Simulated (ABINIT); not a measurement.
Computed results, one entry a study.

```xyz
12
Lattice="-3.249 3.414 3.414 3.249 -3.414 3.414 3.249 3.414 -3.414" Properties=species:S:1:pos:R:3 pbc="T T T" subject="A GW chain in ABINIT: SnO2 (Imma)" method="RPA screening on LDA, plane waves, norm-conserving pseudopotentials (and 2 further levels or steps)" program="ABINIT 10.8.3" settings="cutoff 42 Ha, PseudoDojo scalar-relativistic 0.4.1 stringent, norm-conserving, potential set dojo-sr-lda-0.4.1-stringent, ngkpt (2, 2, 2), nband 420, ecuteps 5.5 Ha, inclvkb 2, fftgw 31, shiftk (0, 0, 0), symchi 1, awtr 1, frequency ppm, 2×2×2 k-mesh" notes="The program’s warnings: nproc spkpt=  >= nkpt= * nsppol=. The cell and positions are those that the Materials Project relaxed with its own functionals (PBE, PBE+U or r2SCAN), kept fixed. This is not the form that SnO2 usually takes at ambient conditions. Limits: no spin-orbit coupling. The 2×2×2 mesh is coarse for this cell, which bears on the long-range parts of exchange and screening." lda_gap="0.48 eV, direct" g0w0_gap_on_the_mesh="1.94 eV" gw_settings="2×2×2 mesh, 420 bands, screening to 149.7 eV, Godby-Needs plasmon pole" known_limits="short of the basis limit; no spin-orbit coupling; coarse k mesh"
Sn    0.000    5.122    1.682
Sn    3.249   -1.707    1.732
Sn    1.624    1.707    1.707
Sn   -1.624    1.707    1.707
O     1.642    1.707   -0.386
O     3.249    3.029    1.735
O     4.856    1.707   -0.386
O     3.249    0.386    1.735
O     0.000    3.029    1.679
O     0.000    0.386    1.679
O    -1.607    1.707    3.800
O     1.607    1.707    3.800
```

[Long decimals in the printed logs are rounded to 6 places.]

[Logs are printed without paths, hosts, clocks, repeated set-up lines and the standing remarks that a program may print on its own settings, such as how far it seeks lower states.]

[Paths, hosts, dates, memory and timing lines, banners, echoed tables and standing remarks are left out of the program output; an Ansatz launch command may be rebuilt from the run's recorded settings. Measured values are a selection of at most five: reports struck by readers or far from the other reports are left out. None is set beside runs whose start may be inverted or whose files or cutoffs have a known fault.]

[Runs of the session that timed out or met a known fault of the program may be left out.]

[Hosts, paths, dates, database ids (printed as entryN), source tags and the programs' standing remarks are cut or masked in the printed files.]

[G0W0 gaps are taken among the corrected bands and points alone; a level outside them can change the order at an edge.]

[Where Ansatz stands beside ABINIT at settings called matched, ABINIT's density can come from a denser mesh and the files from another edition; pairs whose starting gaps differed by over 0.03 eV were left out, so agreement reads better than it is.]
